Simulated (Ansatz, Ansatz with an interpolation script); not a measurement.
# Ga2O3 (C2/m): quasiparticle bands by Wannier interpolation, part 2 of 2

G0W0 gives levels on a mesh alone; what do the bands of Ga2O3 (C2/m) look like between the points?

Ansatz 0.2.0; LDA, Wannier functions and G0W0, plane waves, PAW. Known limits of the many-body steps: not at the basis limit; no spin-orbit coupling; coarse k mesh.

So far. Step 3 (Wannier functions (Ga:4s Ga:4p O:2p) on 8×8×4): Near the gap the model misses directly solved bands by 0.7 meV r.m.s. and by 13 meV at most in the window tested. This tests the starting bands, not the corrections carried with them. Step 4 (G0W0 at every point of the mesh: 4×4×2 mesh, 479 empty …): The gap on the mesh goes from 2.33 eV to 4.24 eV, a correction of +1.91 eV.

### Step 5. Interpolating the corrections

A script adds the corrections, carried to the Wannier functions and back, to the LDA levels, along the path and on a 18×18×9 mesh.

```
G0W0 gap over the zone     : 4.225 eV
conduction bottom at       : Γ
starting gap over the zone : 2.319 eV
least direct G0W0 gap      : 4.275 eV
G0W0 gap on the mesh       : 4.244 eV
valence width, start       : 7.159 eV
valence width, G0W0        : 7.266 eV
gap by a rigid shift       : 4.228 eV
```

Levels solved directly plus the interpolated quasiparticle correction. Limits: finite bands, cutoff and mesh; no spin-orbit coupling; coarse k mesh. Quasiparticle bands along the path, in eV, zero at the valence-band top of each set:

| point | band 41 | band 42 | band 43 | band 44 | band 45 |
| --- | --- | --- | --- | --- | --- |
| Γ | -0.63 | -0.50 | -0.27 | -0.05 | 4.23 |
| halfway | -1.16 | -0.82 | -0.71 | -0.10 | 6.92 |
| C | -0.88 | -0.82 | -0.55 | -0.24 | 7.73 |
| jump to C2 | -0.88 | -0.82 | -0.55 | -0.24 | 7.73 |
| halfway | -0.87 | -0.61 | -0.49 | -0.18 | 7.42 |
| Y2 | -0.68 | -0.66 | -0.46 | -0.24 | 6.57 |
| halfway | -0.69 | -0.64 | -0.63 | -0.13 | 5.11 |
| Γ | -0.63 | -0.50 | -0.27 | -0.05 | 4.23 |
| halfway | -0.68 | -0.59 | -0.57 | -0.06 | 5.49 |
| M2 | -0.67 | -0.63 | -0.60 | -0.02 | 7.26 |
| halfway | -0.95 | -0.89 | -0.70 | -0.17 | 8.43 |
| D | -1.28 | -1.06 | -0.99 | -0.75 | 9.06 |
| jump to D2 | -1.28 | -1.06 | -0.99 | -0.75 | 9.06 |
| halfway | -1.20 | -0.88 | -0.49 | -0.49 | 7.97 |
| A | -0.75 | -0.59 | -0.49 | -0.34 | 6.78 |
| halfway | -0.61 | -0.56 | -0.52 | -0.26 | 5.19 |
| Γ | -0.63 | -0.50 | -0.27 | -0.05 | 4.23 |
| jump to L2 | -1.27 | -1.23 | -0.86 | -0.78 | 9.04 |
| halfway | -1.11 | -0.92 | -0.50 | -0.35 | 7.18 |
| Γ | -0.63 | -0.50 | -0.27 | -0.05 | 4.23 |
| halfway | -1.14 | -0.83 | -0.59 | -0.10 | 6.75 |
| V2 | -0.79 | -0.78 | -0.50 | -0.25 | 7.55 |

The same for LDA:

| point | band 41 | band 42 | band 43 | band 44 | band 45 |
| --- | --- | --- | --- | --- | --- |
| Γ | -0.68 | -0.49 | -0.30 | -0.03 | 2.32 |
| C | -0.87 | -0.78 | -0.50 | -0.13 | 5.59 |
| C2 | -0.87 | -0.78 | -0.50 | -0.13 | 5.59 |
| Y2 | -0.69 | -0.69 | -0.44 | -0.17 | 4.46 |
| Γ | -0.68 | -0.49 | -0.30 | -0.03 | 2.32 |
| M2 | -0.67 | -0.63 | -0.62 | -0.02 | 5.08 |
| D | -1.17 | -0.92 | -0.89 | -0.65 | 6.76 |
| D2 | -1.17 | -0.92 | -0.89 | -0.65 | 6.76 |
| A | -0.68 | -0.65 | -0.52 | -0.32 | 4.68 |
| Γ | -0.68 | -0.49 | -0.30 | -0.03 | 2.32 |
| L2 | -1.15 | -1.08 | -0.77 | -0.67 | 6.74 |
| Γ | -0.68 | -0.49 | -0.30 | -0.03 | 2.32 |
| V2 | -0.79 | -0.75 | -0.48 | -0.13 | 5.46 |

Minima of the lowest conduction band, from levels solved directly at the displaced points, plus the interpolated correction; masses are left empty at degenerate points, on flat bands and where the interpolated correction rules the curvature; G0W0 masses are rough. Conduction valleys, by row:

| point | k (reciprocal lattice) | valleys in the zone | G0W0 level above the valence top (eV) | LDA level above the valence top (eV) | G0W0 principal masses (m_e) | LDA principal masses (m_e) |
| --- | --- | --- | --- | --- | --- | --- |
| Γ | 0.000 0.000 0.000 | 1 | 4.225 | 2.319 | 0.241 0.255 0.261 | 0.229 0.239 0.250 |

Second differences of levels solved directly at the displaced points, plus the interpolated correction, at the quasiparticle band edges; no spin-orbit coupling; left empty where the band is flat or the interpolated correction rules the curvature. Effective masses, by row:

| carrier | point | Cartesian direction | band | LDA mass (m_e) | G0W0 mass (m_e) |
| --- | --- | --- | --- | --- | --- |
| hole | -0.452 0.453 0.500 | 100 | 44 | 3.614 | 3.89 |
| hole | -0.452 0.453 0.500 | 010 | 44 | 3.631 | 2.798 |
| hole | -0.452 0.453 0.500 | 001 | 44 | 4.553 | 5.069 |
| hole | -0.452 0.453 0.500 | 110 | 44 | 3.776 | 3.378 |
| hole | -0.452 0.453 0.500 | 111 | 44 | 4.076 | 3.566 |
| electron | Γ | 100 | 45 | 0.237 | 0.258 |
| electron | Γ | 010 | 45 | 0.249 | 0.255 |
| electron | Γ | 001 | 45 | 0.229 | 0.243 |
| electron | Γ | 110 | 45 | 0.243 | 0.256 |
| electron | Γ | 111 | 45 | 0.24 | 0.256 |

The density of states has structure finer than the step of the table below, so its rows give means over 0.5 eV, whole bins alone (the curve runs from -8 to 8.2 eV). Peaks (eV: height): G0W0 -6.30: 4.60, -2.30: 7.02, -0.70: 10.3; LDA -6.20: 4.28, -2.20: 7.37, -0.70: 10.6, 6.60: 3.34.

Wannier model on a dense mesh, Gaussian width 0.15 eV. Limits: finite bands, cutoff and mesh; no spin-orbit coupling; coarse k mesh. The density of states by energy, zero at the valence-band top of each set; means over each step; values in states/eV/cell:

| energy (eV) | G0W0 | LDA |
| --- | --- | --- |
| -7.5 | 0.116 | 0.0340 |
| -7.0 | 1.98 | 1.54 |
| -6.5 | 3.89 | 3.50 |
| -6.0 | 4.07 | 4.18 |
| -5.5 | 2.78 | 2.68 |
| -5.0 | 3.19 | 3.17 |
| -4.5 | 3.53 | 3.22 |
| -4.0 | 4.72 | 4.39 |
| -3.5 | 5.37 | 5.64 |
| -3.0 | 5.50 | 5.60 |
| -2.5 | 6.06 | 6.10 |
| -2.0 | 5.57 | 6.13 |
| -1.5 | 6.62 | 6.46 |
| -1.0 | 9.06 | 9.25 |
| -0.5 | 7.44 | 7.64 |
| 0.0 | 2.10 | 2.48 |
| 0.5 | 0.00402 | 0.00572 |
| 1.0 | 0 | 0 |
| 1.5 | 0 | 0 |
| 2.0 | 0 | 0.00100 |
| 2.5 | 0 | 0.0416 |
| 3.0 | 0 | 0.119 |
| 3.5 | 0 | 0.208 |
| 4.0 | 0.00303 | 0.337 |
| 4.5 | 0.0545 | 0.530 |
| 5.0 | 0.126 | 0.822 |
| 5.5 | 0.192 | 1.79 |
| 6.0 | 0.295 | 2.81 |
| 6.5 | 0.450 | 3.21 |
| 7.0 | 0.630 | 2.96 |
| 7.5 | 1.22 | 3.07 |

Corrections by starting level (eV, on the run's own energy scale, so only their differences matter):

| start | correction |
| --- | --- |
| -7.13 | −0.95 |
| -6.12 | −0.92 |
| -5.13 | −0.97 |
| -4.36 | −0.92 |
| -3.68 | −0.96 |
| -3.20 | −1.00 |
| -2.65 | −0.94 |
| -2.21 | −0.89 |
| -1.86 | −0.90 |
| -1.31 | −0.92 |
| -0.95 | −0.85 |
| -0.68 | −0.87 |
| -0.53 | −0.89 |
| -0.08 | −0.88 |
| 2.33 | +1.07 |
| 6.00 | +1.40 |
| 7.58 | +1.48 |

### Step 6. LDA+SOC bands, for comparison

Spin-orbit coupling can split or shift the edges; a non-collinear run measures by how much.

This step: DFT, LDA with spin-orbit coupling, plane waves, PAW; PAW set soft_1.

File input.yaml:

```yaml
crystal:
  lattice:
    - [6.107, -1.51855, 0.0]
    - [6.107, 1.51855, 0.0]
    - [-1.3859889, 0.0, 5.63000874]
  atoms:
    - { symbol: Ga, position: [0.0905, 0.0905, 0.7946] }
    - { symbol: Ga, position: [0.9095, 0.9095, 0.2054] }
    - { symbol: Ga, position: [0.65866, 0.65866, 0.31402] }
    - { symbol: Ga, position: [0.34134, 0.34134, 0.68598] }
    - { symbol: O, position: [0.1645, 0.1645, 0.1098] }
    - { symbol: O, position: [0.8355, 0.8355, 0.8902] }
    - { symbol: O, position: [0.1733, 0.1733, 0.5632] }
    - { symbol: O, position: [0.8267, 0.8267, 0.4368] }
    - { symbol: O, position: [0.4959, 0.4959, 0.2566] }
    - { symbol: O, position: [0.5041, 0.5041, 0.7434] }
kpoints:
  mp_grid: { grid: [4, 4, 2] }
  band_path:
    path:
      - [[0.0, 0.0, 0.0], [-0.2663944, 0.2663944, 0.0]]
      - [[-0.7336056, -0.2663944, 0.0], [-0.5, -0.5, 0.0], [0.0, 0.0, 0.0], [-0.5, -0.5, 0.5], [-0.74186107, -0.25813893, 0.5]]
      - [[-0.25813893, 0.25813893, 0.5], [0.0, 0.0, 0.5], [0.0, 0.0, 0.0]]
      - [[-0.5, 0.0, 0.5], [0.0, 0.0, 0.0], [-0.5, 0.0, 0.0]]
    npoints: 10
hamiltonian:
  xc: lda
  pseudopotentials: { kind: paw_fr, azcp: { folder: soft_1 }, xc_functional: pbe }
scf:
  occupations: { method: fermi_dirac, width: 0.02 }
  n_extra_bands: 14
magnetization:
  noncollinear: true
  spin_orbit: true
output:
  eigenvalues: true
```

On the command line:

```console
> ansatz run input.yaml --threads 3 --pin off --max-ram 92160MiB --backend cuda --events-out ev --progress --plain --runs-dir out --devices 1 --max-vram 13GiB
```

It took 16 s on 1 × NVIDIA H100 80GB HBM3 (shared by 6 runs) with 3 threads of AMD EPYC 7R13 (Zen 3), shared host; peak memory 1.6 GiB.

Numbers from this step:

```
filled bands         : 88
gap                  : 2.320 eV
valence top at       : k = (-0.548, -0.452, 0.500)
conduction bottom at : Γ
least direct gap     : 2.350 eV
```

The gap is that of LDA.

### Step 7. Summary of results

```
LDA gap                             : 2.32 eV
G0W0 gap over the zone              : 4.22 eV, indirect
least direct G0W0 gap, in the model : 4.27 eV
with the spin-orbit change          : 4.23 eV
GW settings                         : 4×4×2 mesh, 479 empty bands, screening to 160 eV, PAW set soft_1 files
known limits                        : not at the basis limit; no spin-orbit coupling; coarse k mesh
```

In words: The Wannier model follows the LDA bands to under 1 meV r.m.s. near the gap. The G0W0 gap over the zone is 4.22 eV, indirect, from k = (-0.453, 0.453, 0.500) to Γ; on the mesh alone it is 4.24 eV, and a rigid shift of the LDA bands would give 4.23 eV. The valence width in the model goes from 7.16 eV to 7.27 eV. At the band edge the lightest electron mass is 0.23 m_e at the start and 0.24 m_e in G0W0; the G0W0 masses rest on corrections from the 4×4×2 mesh alone and are rough. LDA+SOC gives a gap of 2.32 eV on the same path, a spin-orbit change of +0.001 eV that would bring the G0W0 gap to 4.23 eV. Against experiment, by G0W0@LDA with the spin-orbit change: the direct gap of 4.27 eV lies −0.86 eV from the measured 5.135 eV (direct, 300 K, 2020); the gap of 4.23 eV lies −0.27 eV from the measured 4.5 eV (optical, on Al2O3, 2024); the direct gap of 4.27 eV lies −0.61 eV from the measured 4.88 eV (direct, on c-plane sapphire, 2020); the direct gap of 4.27 eV lies −0.71 eV from the measured 4.98 eV (direct, on sapphire, 2020); the direct gap of 4.27 eV lies −0.38 eV from the measured 4.65 eV (direct, on Al2O3 (0006), 2020). An exciton line or allowed optical edge lies below the quasiparticle gap by the binding energy; a forbidden edge can push the onset above it. The calculation has static nuclei and no excitons; a measured gap holds zero-point and thermal motion, which mostly lowers it. Against the values above the computed gap that would widen the miss. An edge that is forbidden or weak in absorption could explain it, and so could too strong a screening: the start's gap is only 2.33 eV, the mesh is coarse, and one shot does not repair that. Bands and cutoff are finite, so the gap is not at the basis limit. The miss can reach some tenths of an eV and take either sign; the mesh is an error of its own. Beside the filled d shell of Ga, one-shot G0W0 from a semilocal start often leaves the gap short. Above the frozen window of the model the interpolated levels need not meet the computed ones, even at points of the mesh. The 4×4×2 mesh is coarse for this cell (its supercell is 12 Å along the shortest edge). The RPA ε∞ on it, from the LDA start, is 4.09, 4.30 and 4.58; such meshes misread the long-range screening, most where the gap is narrow.

[Paths, hosts, dates, memory and timing lines, banners, echoed tables and standing remarks are left out of the program output.]

[Logs are printed without paths, hosts, clocks, repeated set-up lines and the standing remarks that a program may print on its own settings, such as how far it seeks lower states.]

[Runs of the session that timed out or met a known fault of the program may be left out.]

[Hosts, paths, dates, database ids (printed as entryN), source tags and the programs' standing remarks are cut or masked in the printed files.]
